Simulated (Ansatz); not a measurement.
# Ag2IBr (model structure): optical spectrum from first principles, part 3 of 3

What colour and refractive index does Ag2IBr (model structure) have at this level of theory? The structure is a model built here, which may or may not match a known phase. It was built so: 1 of the 2 Br atoms of the cell replaced by I in the P2_1/m structure of AgBr.

Ansatz 0.2.0; DFT, PBE, plane-wave PAW, default files, scalar-relativistic, independent-particle optical response without local fields.

So far, electronic dielectric constant ε∞, mean over x, y and z (by symmetry where fewer were run): step 4 (spectrum) 6.95.

**5. Static response with local fields**

A static field by perturbation theory: the induced potential is included, and the Born charges come with it.

This step: DFT, PBE, plane-wave PAW, default files, scalar-relativistic, static field response by perturbation theory with local fields (Ansatz 0.2.0).

Contents of input.yaml:

```yaml
crystal:
  lattice:
    - [4.2764558239, 0.0, 0.0433805335]
    - [0.0, 4.2789642633, 0.0]
    - [-0.0601873055, 0.0, 5.9367543962]
  atoms:
    - { symbol: I, position: [0.7489915793, 0.75, 0.2500052593] }
    - { symbol: Ag, position: [0.2491011036, 0.25, 0.2499978323] }
    - { symbol: Ag, position: [0.752160786, 0.75, 0.7500008509] }
    - { symbol: Br, position: [0.2497465311, 0.25, 0.7499960576] }
kpoints:
  mp_grid: { grid: [5, 5, 4] }
scf:
  occupations: { method: fixed }
hamiltonian:
  xc: pbe
  pseudopotentials: { kind: paw }
dielectric: {}
```

The run is started by

```console
$ ansatz run input.yaml --threads 4 --pin off --max-ram 8192MiB --backend cpu --events-out ev --progress --plain --runs-dir out
```

Numbers of over 12 decimals in the logs are rounded to 6 here.

The log of the run:

```text
[...]
Crystal: 4 atoms, lattice volume = 108.647 Å³
Basis set: ecut = 420 eV, 2119 PW (Γ), exchange–correlation on 60×60×80 points (8 copies of the dense FFT grid, shifted against one another)
Bands: 38, of which v1, the nominal top of the filled ones, is band 31 counted from 1 (30 counted from 0)
Symmetry: 2 space group operations
k-points: 51 of 100 (irreducible under 1 space group operation, time reversal used)
[...]
SCF iter   1: F=—  HF=-25478.166519 eV  |F-HF|=—  |Δ(HF+E_count)|=         —  Δρ=6.04e-4  dr2=5.15e-4  ethr=1.77e-3  ⟨swp⟩=5.2  Hψ=6459  notcnv=0  defer=255
[...]
SCF iter  10: F=-25478.167411 eV  HF=-25478.167411 eV  |F-HF|=1.09e-11  |Δ(HF+E_count)|=  9.09e-11  Δρ=8.01e-8  dr2=8.82e-12  ethr=1.00e-12  ⟨swp⟩=10.0  Hψ=8409  notcnv=0
SCF 1 converged in 10 iterations: F = -25478.167411 eV  dr2 = 8.82e-12
[...]
DFPT response loops at Γ: preconditioner auto → Resta (q_TF=auto, 2.485 Å⁻¹)  ε∞=9.0 (no band partly filled); β = 1.00, the filter's whole step (`scf.mixing.beta` (0.50) is not read by the response loops at its default; to damp them type it under 1.00, their step now; it binds the ground state too); Broyden in place of MSR1
── the response to a field inside a basis, on 8×8×6 k-points: an SCF that follows is theirs, and a resumed run solves both again ──
Bands: 32, of which v1, the nominal top of the filled ones, is band 31 counted from 1 (30 counted from 0)
k-points: 96 of 384 (time reversal used)
[...]
Eigensolver: Dense (96 Hₖ)
SCF iter   1: F=—  HF=-25478.136261 eV  |F-HF|=—  |Δ(HF+E_count)|=         —  Δρ=3.15e-4  dr2=3.32e-5  ethr=1.00e-1
[...]
SCF iter   5: F=-25478.136300 eV  HF=-25478.136300 eV  |F-HF|=1.09e-8  |Δ(HF+E_count)|=   1.84e-7  Δρ=2.43e-6  dr2=7.86e-9  ethr=2.66e-10
SCF 1 converged in 5 iterations: F = -25478.136300 eV  dr2 = 7.86e-9
[...]
SCF converged after 10 iterations
Free energy (F): -25478.167411 eV
[...]
Internal energy: -25478.167411 eV  (E = F + TS)
E sigma→0 (E₀):  -25478.167411 eV
Fermi energy:    8.196574 eV
[...]
--- Band table (eV; the first three rows and the last of 51) ---
  k-point 0: bands = [... 27 lower, 5.6782, 6.5642, 6.6671, 6.6700, 8.9416, 9.3430, 14.3231, 17.0899, ... 3 higher]
  k-point 1: bands = [... 27 lower, 6.1217, 6.5013, 6.6736, 6.6768, 9.9031, 10.2076, 14.4773, 15.8984, ... 3 higher]
  k-point 2: bands = [... 27 lower, 6.3973, 6.4794, 6.6319, 6.6350, 11.0009, 11.6068, 14.3073, 14.5511, ... 3 higher]
  k-point 50: bands = [... 27 lower, 6.6347, 7.0019, 7.3310, 7.3695, 11.4852, 11.6194, 13.2559, 13.9570, ... 3 higher]
--- Dielectric response (ions clamped): 3 representative field directions + reference, inside a basis on a mesh of 384 k-points (Σ response iterations 15) ---
  ε∞ (high-frequency dielectric tensor):
        6.571276    -0.000000    -0.001426
       -0.000000     6.573088     0.000000
       -0.001426     0.000000     6.712420
  Born effective charges Z* (e; rows j = field, columns β = displacement):
    site 0:
        -1.47968    0.00000   -0.00159
         0.00000   -1.48014   -0.00000
        -0.00164   -0.00000   -1.34152
    site 1:
         1.62211   -0.00000    0.00060
        -0.00000    1.62271    0.00000
         0.00052    0.00000    1.57694
    site 2:
         1.56291   -0.00000    0.00021
        -0.00000    1.56360    0.00000
         0.00004    0.00000    1.60648
    site 3:
        -1.70533    0.00000    0.00078
         0.00000   -1.70617   -0.00000
         0.00107   -0.00000   -1.84190
  Z* charge neutrality: 1.226e-2 e pre-enforcement
  solved inside a basis spanned on kpoints, on 8×8×6 k-points, its susceptibility summed on 10×10×8: ε∞ is read to err by 3.2e-2, Z* by 2.6e-2 e (field_mesh: kpoints solves on kpoints); Z* is corrected for what the basis lacks
```

Elapsed: 64 s, on 4 threads of Arm Neoverse V2, shared host; peak memory 1.3 GiB.

This step gave:

```
electronic dielectric constant ε∞, mean over x, y and z (by symmetry where fewer were run) : 6.619
```

ε∞ with local fields:

```
6.57 0.00 0.00
0.00 6.57 0.00
0.00 0.00 6.71
```

Diagonal elements. Born, by row:

```csv
atom,Z*xx (e),Z*yy (e),Z*zz (e)
I1,-1.48,-1.48,-1.342
Ag2,1.622,1.623,1.577
Ag3,1.563,1.564,1.606
Br4,-1.705,-1.706,-1.842
```

Mean Born charges are I -1.43, Ag +1.59 and Br -1.75, against formal valences of -1, +1 and -1. That of Ag exceeds its valence by 59 %, the mark of charge moving along hybridised bonds as the atoms shift.

**6. Summary of results**

```
gap on the path                                                                                                                                     : 0.568 eV
least direct gap on the path                                                                                                                        : 2.27 eV
electronic dielectric constant ε∞, mean over x, y and z (by symmetry where fewer were run) (independent particles)                                  : 6.95
absorption onset, first axis (α over 10⁴ cm⁻¹, or the direct gap if that lies higher)                                                               : 2.28 eV
main peak of Im epsilon, first axis                                                                                                                 : 4.10 eV
photocurrent from vertical transitions in a film 500 nm thick on a perfect mirror (two passes), AM1.5G, no front reflection, all carriers collected : 8.93 mA/cm²
electronic dielectric constant ε∞, mean over x, y and z (by symmetry where fewer were run) (static response with local fields)                      : 6.62
```

At this level (PBE, independent particles) Ag2IBr has a mean ε∞ = 6.95 (6.62 with local fields) and n = 2.66 at 1550 nm (E ∥ x); absorption sets in near 2.3 eV, and Im ε peaks at 4.1 eV (E ∥ x). The cell shrank by 1.1 % in volume. The gap is indirect (0.57 eV), so absorption without phonons can begin only at the direct gap of 2.27 eV. Absorption passes 10⁴ cm⁻¹ from the direct gap on, 2.27 eV, inside the visible range. The static values by axis are 6.91 (xy), 7.04 (z). The f-sum over the summed bands holds 39.4 of the cell's 62 electrons outside the frozen cores, 30 of which lie in bands more than 12 eV below the Fermi level, whose transitions come at higher energies. Up to 22 eV the strength has a mean oscillator energy of 6.9 eV, well above the main peak, so higher transitions carry much of it. Through 1 µm of it, D65 light comes out yellow (x = 0.533, y = 0.459; 36 % transmitted). A larger true gap would move the edge to shorter wavelengths and change the colour. With local fields and the functional's kernel the static response is 6.62 against 6.95 for independent particles (-5 %). In the base spectrum excitons and phonon-assisted transitions are missing, and so are local fields; PBE gaps are as a rule too small, which pulls the onset down and ε∞ up. In the base run ε includes the program's bounded estimate of what the bands above those summed add. Spin-orbit coupling is left out although heavy atoms are present.

[Logs are printed without paths, hosts, clocks, repeated set-up lines and the standing remarks that a program may print on its own settings, such as how far it seeks lower states.]

[Hosts, paths, dates, database ids (printed as entryN), source tags and the programs' standing remarks are cut or masked in the printed files.]
